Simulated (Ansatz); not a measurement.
# What MgSiS3 (model cell, started as cubic perovskite with Si in the octahedra) distorts into, part 3 of 3

Wanted: the energy along a soft mode of MgSiS3 (model cell, started as cubic perovskite with Si in the octahedra) and the structure at the end.

Ansatz 0.2.0; DFT LDA, scalar-relativistic, plane waves, PAW; PAW set soft_1.

So far. Step 5 (Energy along the mode, all amplitudes (two of the runs …): The lowest of the steps tried is the last one, at 0.6 Å, 231 meV/atom below the parent; the bottom of the well need not coincide with a step. Step 7 (The new phase in its own primitive cell): The largest force component left is 0.35 meV/Å and the pressure is 0.001 GPa, within the tolerances set. The cell now holds 16.98 Å³/atom. The relaxed cell has a = 6.050, c = 9.280 Å (conventional setting).

The structure was built from a prototype and need not be the compound's stable phase.

## Step 8: Modes of the new phase

A relaxed structure may still be a saddle point, so its zone-centre modes are computed. No field response is asked, since the mesh shows no gap.

File input.yaml:

```yaml
crystal:
  lattice:
    - [-3.0248335625, 3.0248335625, 4.6400244013]
    - [3.0248335625, -3.0248335625, 4.6400244013]
    - [3.0248335625, 3.0248335625, -4.6400244013]
  atoms:
    - { symbol: Mg, position: [0.75, 0.25, 0.5] }
    - { symbol: Mg, position: [0.25, 0.75, 0.5] }
    - { symbol: Si, position: [0.0, 0.0, 0.0] }
    - { symbol: Si, position: [0.5, 0.5, 0.0] }
    - { symbol: S, position: [0.6685871308, 0.1685871308, 0.8371742616] }
    - { symbol: S, position: [0.3314128692, 0.8314128692, 0.1628257383] }
    - { symbol: S, position: [0.75, 0.75, 0.0] }
    - { symbol: S, position: [0.25, 0.25, 0.0] }
    - { symbol: S, position: [0.1685871308, 0.3314128692, 0.5] }
    - { symbol: S, position: [0.8314128692, 0.6685871308, 0.5] }
kpoints:
  mp_grid: { grid: [8, 8, 8] }
hamiltonian:
  xc: lda
  pseudopotentials: { kind: paw, azcp: { folder: soft_1 }, xc_functional: pbe }
scf:
  occupations: { method: methfessel_paxton, width: 0.2 }
output:
  eigenvalues: true
phonons:
  method: dfpt
```

Started as:

```sh
> ansatz run input.yaml --threads 4 --pin off --max-ram 16384MiB --backend cpu --events-out ev --progress --plain --runs-dir out
```

Numbers of over 12 decimals in the logs are rounded to 6 here.

Output:

```text
[...]
Crystal: 10 atoms, lattice volume = 169.818 Å³
Basis set: ecut = 420 eV, 3375 PW (Γ), exchange–correlation on 96×96×96 points (8 copies of the dense FFT grid, shifted against one another)
Bands: 42, of which v1, the nominal top of the filled ones, is band 32 counted from 1 (31 counted from 0)
Symmetry: 16 space group operations
k-points: 260 of 512 (irreducible under 1 space group operation, time reversal used)
[...]
SCF iter   1: F=—  HF=-10243.888994 eV  |F-HF|=—  |Δ(HF+E_count)|=         —  Δρ=4.03e-2  dr2=2.35e0  ethr=3.10e-3  ⟨swp⟩=10.3  Hψ=62999  notcnv=0
[...]
SCF iter  12: F=-10243.238367 eV  HF=-10243.238367 eV  |F-HF|=0.00e0  |Δ(HF+E_count)|=  1.82e-12  S|Δr|=    0.00e0  Δρ=1.56e-8  dr2=4.85e-13  ethr=1.00e-12  ⟨swp⟩=15.7  Hψ=63756  notcnv=0
SCF 1 converged in 12 iterations: F = -10243.238367 eV  dr2 = 4.85e-13
[...]
DFPT response loops at Γ: preconditioner auto → Kerker (q_TF=auto, 2.319 Å⁻¹) (partly filled bands, converged f_vac=0.000); β = 1.00, the filter's whole step (`scf.mixing.beta` (0.50) is not read by the response loops under this deck's `scf.mixing.preconditioner`; to damp them name `kerker` or `kerker_dos`, under which they read `scf.mixing.beta`, and type it under 1.00, their step now; both keys bind the ground state too); Broyden in place of MSR1
SCF converged after 12 iterations
[...]
Free energy (F): -10243.238367 eV
[...]
Internal energy: -10243.239709 eV  (E = F + TS)
E sigma→0 (E₀):  -10243.238702 eV
Entropy (-TS):   0.001342 eV (0.134 meV/atom)
Fermi energy:    7.814514 eV
[...]
--- Band table (eV; the first three rows and the last of 260) ---
  k-point 0: bands = [... 28 lower, 7.3023, 7.3023, 7.7843, 7.8341, 7.8341, 9.5189, 9.9012, 10.0719, ... 6 higher]
  k-point 1: bands = [... 28 lower, 6.5873, 7.4010, 7.6287, 7.8360, 8.3056, 10.0062, 10.0066, 10.0296, ... 6 higher]
  k-point 2: bands = [... 28 lower, 6.7024, 7.1008, 7.2376, 7.8015, 8.0811, 10.1408, 10.2399, 10.7649, ... 6 higher]
  k-point 259: bands = [... 28 lower, 5.8716, 5.8716, 7.3464, 7.3464, 9.2436, 9.7807, 10.1260, 11.0188, ... 6 higher]
--- Phonons (Γ-DFPT): 8 representative perturbations + reference, on 260 of 512 k-points (Σ response iterations 24) ---
  k mesh reduced under 1 symmetry operation, with k and −k counted as one. Each operation leaves every solved perturbation unchanged. A smaller set is not used because it would not reduce the number of displacements times k-points to solve
  ASR residual: 6.619e-5 → 0.000e0 eV/Å²; symmetrization residual: 9.907e-6 eV/Å²
  ASR residual per site (eV/Å²): 1.39e-5 1.39e-5 1.89e-5 1.89e-5 1.69e-5 1.69e-5 6.62e-5 6.62e-5 1.69e-5 1.69e-5
  Γ frequencies (cm⁻¹): -223.91 -223.91 -169.60 -169.60 -138.85 0.00 0.00 0.00 78.28 78.28 101.71 101.71 162.45 169.99 185.30 185.30 189.49 201.29 201.29 227.66 277.74 282.29 298.74 322.40 333.88 393.00 393.00 393.43 409.18 409.18
  non-analytic LO–TO correction: not included (Born effective charges unavailable; polar crystals: no LO–TO splitting at Γ)
```

Elapsed: 8.3 min, on 4 threads of Arm Neoverse V1, shared host; peak memory 4.8 GiB.

This step gave:

- sum-rule residual before enforcement: 6.62e-5 eV/Å²
- point group: 4/mmm
- highest optical mode at the zone centre (no LO-TO term): 409.2 cm⁻¹
- lowest optical zone-centre mode: -223.9 cm⁻¹

Patterns of degenerate modes are one choice out of their space. The modes at Γ (shares of kinetic energy by element, %) (negative means imaginary):

| mode | frequency (cm⁻¹) | symmetry | Mg % | Si % | S % |
| --- | --- | --- | --- | --- | --- |
| 1 | -223.9 | Eg | 18 | 0 | 82 |
| 2 | -223.9 | Eg | 18 | 0 | 82 |
| 3 | -169.6 | Eu | 33 | 2 | 65 |
| 4 | -169.6 | Eu | 33 | 2 | 65 |
| 5 | -138.8 | A2u | 0 | 77 | 22 |
| 6 | 0.0 | acoustic | 16 | 19 | 65 |
| 7 | 0.0 | acoustic | 16 | 19 | 65 |
| 8 | 0.0 | acoustic | 16 | 19 | 65 |
| 9 | 78.3 | Eg | 79 | 0 | 21 |
| 10 | 78.3 | Eg | 79 | 0 | 21 |
| 11 | 101.7 | Eu | 50 | 18 | 32 |
| 12 | 101.7 | Eu | 50 | 18 | 32 |
| 13 | 162.4 | B2g | 98 | 0 | 2 |
| 14 | 170.0 | A2u | 82 | 2 | 16 |
| 15 | 185.3 | Eu | 1 | 36 | 64 |
| 16 | 185.3 | Eu | 1 | 36 | 64 |
| 17 | 189.5 | B1u | 0 | 0 | 100 |
| 18 | 201.3 | Eg | 2 | 0 | 98 |
| 19 | 201.3 | Eg | 2 | 0 | 98 |
| 20 | 227.7 | A2g | 0 | 0 | 100 |
| 21 | 277.7 | A1g | 0 | 0 | 100 |
| 22 | 282.3 | B1g | 0 | 0 | 100 |
| 23 | 298.7 | B2g | 2 | 0 | 98 |
| 24 | 322.4 | A2u | 2 | 2 | 97 |
| 25 | 333.9 | A1u | 0 | 100 | 0 |
| 26 | 393.0 | Eu | 0 | 79 | 21 |
| 27 | 393.0 | Eu | 0 | 79 | 21 |
| 28 | 393.4 | A2g | 0 | 0 | 100 |
| 29 | 409.2 | Eu | 0 | 46 | 54 |
| 30 | 409.2 | Eu | 0 | 46 | 54 |

Displacements in mode 1 (-223.9 cm⁻¹), the largest set to 1:
```
Mg1 -0.62  0.00  0.00
Mg2  0.62  0.00  0.00
Si3  0.00  0.00  0.00
Si4  0.00  0.00  0.00
S5   0.00  0.00  0.37
S6   0.00  0.00 -0.37
S7   1.00  0.00  0.00
S8  -1.00  0.00  0.00
S9   0.00  0.00  0.37
S10  0.00  0.00 -0.37
```

Displacements in mode 20 (227.7 cm⁻¹), the largest set to 1:
```
Mg1  0.00  0.00  0.00
Mg2  0.00  0.00  0.00
Si3  0.00  0.00  0.00
Si4  0.00  0.00  0.00
S5  -0.34  0.34  0.00
S6   0.34 -0.34  0.00
S7   0.00  0.00 -1.00
S8   0.00  0.00  1.00
S9  -0.34 -0.34  0.00
S10  0.34  0.34  0.00
```

Before it was imposed, the acoustic sum rule was missed by 6.6e-5 eV/Å². Small misses are needed for a sound result but don't prove that mesh and cutoff are converged. The lowest optical mode is imaginary, 223.9i cm⁻¹, so the energy falls along it.

## Step 9: What came out

```json
{
 "unstable mode of the parent": "q = (-0.5, -0.5, -0.5), 238i cm⁻¹",
 "depth at the lowest point sampled": "231 meV/atom",
 "largest atomic shift at that point": "0.6 Å",
 "space group reached (within 0.01 Å)": "I4/mcm",
 "energy gained over the parent (first relaxation, on the mesh of the frozen mode)": "273 meV/atom",
 "volume per atom, phase reached": "17.0 Å³",
 "lowest optical zone-centre mode, phase reached": "-224 cm⁻¹",
 "highest optical mode at the zone centre (no LO-TO term), phase reached": "409 cm⁻¹"
}
```

In words: Along this mode the structure falls into I4/mcm, 273 meV/atom below the parent. At the parent's cell the well is 230.7 meV/atom deep on the steps tried, with its lowest point at a shift of 0.6 Å. That is the last step tried, so the steps alone don't bracket the bottom of the well. Relaxing atoms and cell changes the gain by +42.23 meV/atom against the lowest step (energies at zero smearing). The new phase still has an imaginary mode at the zone centre of its cell, so it is a saddle point on the way to a lower structure. Of the 4 patterns followed to their end from this parent, this one ends 173 meV/atom above the lowest, R-3c. Each path keeps the symmetry of its pattern, so a lower phase may lie along a pattern not tried. With no gap, or one that is small against the smearing, the frequencies hang on the k mesh and the smearing, most of all near Kohn anomalies. A semilocal functional can close a gap that the real compound would have, so the metallic treatment may be an artefact of the level. The PAW files were made for PBE and serve the other functionals too. A phonon run warned that its eigensolver left some bands unconverged in a pass. The starting cell was built on a prototype and not taken from a measurement, so the phase need not exist.

[Logs are printed without paths, hosts, clocks, repeated set-up lines and the standing remarks that a program may print on its own settings, such as how far it seeks lower states.]

[Hosts, paths, dates, database ids (printed as entryN), source tags and the programs' standing remarks are cut or masked in the printed files.]
